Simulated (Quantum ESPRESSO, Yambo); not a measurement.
# SiO2 (Quartz): G0W0 on several meshes in Yambo, part 2 of 2

Aim: the GW shift of SiO2 (Quartz) against the k mesh.

Quantum ESPRESSO 7.5 and Yambo 5.3.0; LDA and many-body steps on it, plane waves. Known limits of the many-body steps: not at the basis limit; coarse k mesh.

So far. Step 4 (3×3×1): The gap on the mesh goes from 5.80 eV to 8.70 eV, a correction of +2.90 eV. Step 5 (Empty states on the mesh, 3×3×4 mesh, 143 bands): On this mesh the gap is 5.801 eV.

## (6) Conversion and set-up

This step: Yambo 5.3.0; conversion and set-up on LDA, plane waves, norm-conserving pseudopotentials.

The run is started by

```
$ (cd o/x.save; p2y > p2y.log; mv SAVE ../..); yambo > setup.log
```

The program printed:

```text
 Yambo, version 5.3.0

 [02] CORE Variables Setup
 =========================

  [02.01] Unit cells
  ==================

  Cell kind             :  HCP
  Atoms in the cell     :  Si  O
  number of Si atoms    :  3
  number of O  atoms    :   6

  List of atomic masses
  Mass of Si    :  28.08500
  Mass of O     :  15.99900

  List of atomic coordinates    : [cc]
  Si1       :  4.926230  0.000000  3.407239  order 1
  Si2       : -2.463115  4.266240  6.814478  order 2
  Si3       :  2.181643  3.778716  0.000000  order 3
  O1       : -0.565732  3.332221  9.005333  order 4
[...]
Q [ 1]         [rlu]:  0.000000  0.000000  0.000000
 Q [ 2]         [rlu]:  0.000000  0.000000  0.250000
 Q [ 3]         [rlu]:  0.000000  0.000000 -0.500000
[...]
Q [ 8]         [rlu]:  0.333333  0.333333  0.250000
 Q [ 9]         [rlu]:  0.333333  0.333333 -0.500000
 Q [10]         [rlu]: -0.333333  0.333333  0.000000
 Q [11]         [rlu]:  0.72872E-17  0.33333     -0.25000
 Q [12]         [rlu]: -0.333333  0.333333  0.250000
 Q [13]         [rlu]:  0.333333 -0.333333  0.250000
 Q [14]         [rlu]: -0.333333  0.333333 -0.500000

  [03.01] X indexes
  =================

   [03.01.01] Sigma indexes
   ========================

 [06] Game Over & Game summary
```

Run time: 2.7 s. Hardware: 1 MPI rank of Arm Neoverse V1, shared host; peak memory 0.25 GiB.

## (7) 3×3×4

This step: G0W0 on LDA, plane waves, norm-conserving pseudopotentials.

gw14.in

```
HF_and_locXC
gw0
dyson
ppa
em1d
rim_cut
RandQpts= 1000000
RandGvec= 1 RL
EXXRLvcs= 72 Ry
VXCRLvcs= 288 Ry
Chimod= "HARTREE"
% BndsRnXp
 1 | 143 |
%
NGsBlkXp= 9 Ry
% LongDrXp
 1 | 1 | 1 |
%
% GbndRnge
 1 | 143 |
%
DysSolver= "n"
ExtendOut
PPAPntXp= 27.21138 eV
% QPkrange
 7 | 7 | 23 | 26 |
 1 | 1 | 23 | 26 |
%
```

The run is started by

```
$ OMP_NUM_THREADS=2 mpirun -n 4 yambo -F gw14.in -J gw14 -C gw14 > gw14.log
```

The program printed:

```text
 Yambo, version 5.3.0

 [02] CORE Variables Setup
 =========================

  [... cell, symmetries and grids as in the set-up ...]

  [02.05] Energies & Occupations
  ==============================

  [X] === General ===
  [X] Electronic Temperature                        :  0.000000  0.000000 [eV K]
  [X] Bosonic    Temperature                        :  0.000000  0.000000 [eV K]
  [X] Finite Temperature mode                       : no
  [X] El. density                                   :  0.42403E+24 [cm-3]
  [X] Fermi Level                                   :  2.172031 [eV]

  [X] === Gaps and Widths ===
  [X] Conduction Band Min                           :  5.801381 [eV]
  [X] Valence Band Max                              :  0.000000 [eV]
  [X] Filled Bands                                  :  24
  [X] Empty Bands                                   :   25  143
  [X] Direct Gap                                    :  6.125512 [eV]
  [X] Direct Gap localized at k                     :  1
  [X] Indirect Gap                                  :  5.801381 [eV]
  [X] Indirect Gap between kpts                     :   7   1
  [X] Last valence band width                       :  0.596912 [eV]
  [X] 1st conduction band width                     :  3.097079 [eV]

 [03] Transferred momenta grid and indexing
 ==========================================

 IBZ Q-points                                      :  14
 BZ  Q-points                                      :   36

 K/Q-points units:
 rlu = crystal or reduced units; cc = cartesian coordinates; iku = interal k-units

 Q [ 1]         [rlu]:  0.000000  0.000000  0.000000
 Q [ 2]         [rlu]:  0.000000  0.000000  0.250000
 Q [ 3]         [rlu]:  0.000000  0.000000 -0.500000
[...]
[xc] LIBXC used to calculate xc functional
  PP Number of Atomic Species                      :  2
  NLCC RL compoments                               :   63145
  PP Number of Atomic Species                      :  2
  NLCC RL compoments                               :   63145

 [xc] E_xc :  -24.88628 [Ha]
      E_xc :  -49.77257 [Ry]

  Local XC kind (lXC) : Slater exchange(X)+Perdew & Wang(C)
  Non-Local XC kind (nlXC) : Hartree-Fock

  Corrections @ K [1] :  [eV]
 <23|nlXC|23> = -25.20436 -0.14819E-17 <23|lXC|23> = -19.28078  0.75527E-15
 <24|nlXC|24> = -25.20409 -0.91432E-17 <24|lXC|24> = -19.28078  0.000000
 <25|nlXC|25> = -6.521221 -0.29839E-18 <25|lXC|25> = -11.30934  0.000000
[...]
Corrections @ K [7] :  [eV]
[...]
<25|nlXC|25> = -7.133201 -0.35058E-18 <25|lXC|25> = -12.56947  0.000000
 <26|nlXC|26> = -7.133797 -0.45910E-18 <26|lXC|26> = -12.56947 -0.70806E-16

 [08] Dyson equation: Newton solver
 ==================================

  [08.01] G0W0 (W PPA)
  ====================

  [  GW  ] Bands range     :    1  143
  [GW/PPA] G damping       :  0.100000 [eV]

  QP @ state[ 1 ] K range:  1  1
  QP @ state[ 1 ] b range:  23  26
  QP @ state[ 2 ] K range:   7   7
  QP @ state[ 2 ] b range:  23  26

   Sc/G bands                                       :    1  143
   Sc/G damping                                     :  0.100000 ev
   Sc bands terminator                              : no
   Sx RL components                                 :   7959

   QP @ state[ 1 ] K range                          :  1  1
   QP @ state[ 1 ] b range                          :  23  26
   QP @ state[ 2 ] K range                          :   7   7
   QP @ state[ 2 ] b range                          :  23  26
   GF energies kind                                 : Slater exchange(X)+Perdew & Wang(C)
   GF WF`s kind                                     : Slater exchange(X)+Perdew & Wang(C)
   Xs energies kind                                 : Slater exchange(X)+Perdew & Wang(C)
   Xs WF`s kind                                     : Slater exchange(X)+Perdew & Wang(C)

 [11] Game Over & Game summary
```

Run time: 4 min. Hardware: 4 MPI ranks; peak memory 3.2 GiB.

This step gave:

```yaml
g0w0_gap_on_the_points_computed: 8.764 eV
starting_gap_on_the_mesh: 5.801 eV
k_of_the_valence_top: 0.3333, 0.3333, 0
k_of_the_conduction_bottom: 0, 0, 0
least_direct_g0w0_gap_on_the_computed_points: 9.143 eV
z_at_the_valence_top: 0.8182
z_at_the_conduction_bottom: 0.8703
```

Against G0W0 in Yambo (3×3×1 mesh, 143 bands, screening to 122.5 eV, Godby-Needs plasmon pole), the gap moves by +0.066 eV.

## (8) The runs together

Times are wall times on 4 MPI ranks of Arm Neoverse V1, shared host, good to a factor of about two.

| run | mesh | bands | screening cutoff (eV) | DFT gap (eV) | gap on the mesh (eV) | direct (eV) | time |
| --- | --- | --- | --- | --- | --- | --- | --- |
| 3×3×1 | 3×3×1 | 143 | 122.5 | 5.801 | 8.698 | 9.083 | 25 s |
| 3×3×4 | 3×3×4 | 143 | 122.5 | 5.801 | 8.764 | 9.143 | 4 min |

## (9) What came out

```
3×3×1        : 8.698 eV
3×3×4        : 8.764 eV
known limits : not at the basis limit; coarse k mesh
```

What this shows: 3×3×4: +0.066 eV against 3×3×1. Bands and cutoff are finite, so the gap is not at the basis limit. The miss can reach some tenths of an eV and take either sign; the mesh is an error of its own. In the G0W0 runs levels were corrected at 2 k points alone, so a gap called «on the mesh» is the least over those, and an edge elsewhere would be missed. The 3×3×1 mesh is coarse for this cell, which bears on the long-range parts of exchange and screening.

[Paths, hosts, dates, memory and timing lines, banners, echoed tables and standing remarks are left out of the program output.]

[Logs are printed without paths, hosts, clocks, repeated set-up lines and the standing remarks that a program may print on its own settings, such as how far it seeks lower states.]

[Runs of the session that timed out or met a known fault of the program may be left out.]

[Hosts, paths, dates, database ids (printed as entryN), source tags and the programs' standing remarks are cut or masked in the printed files.]
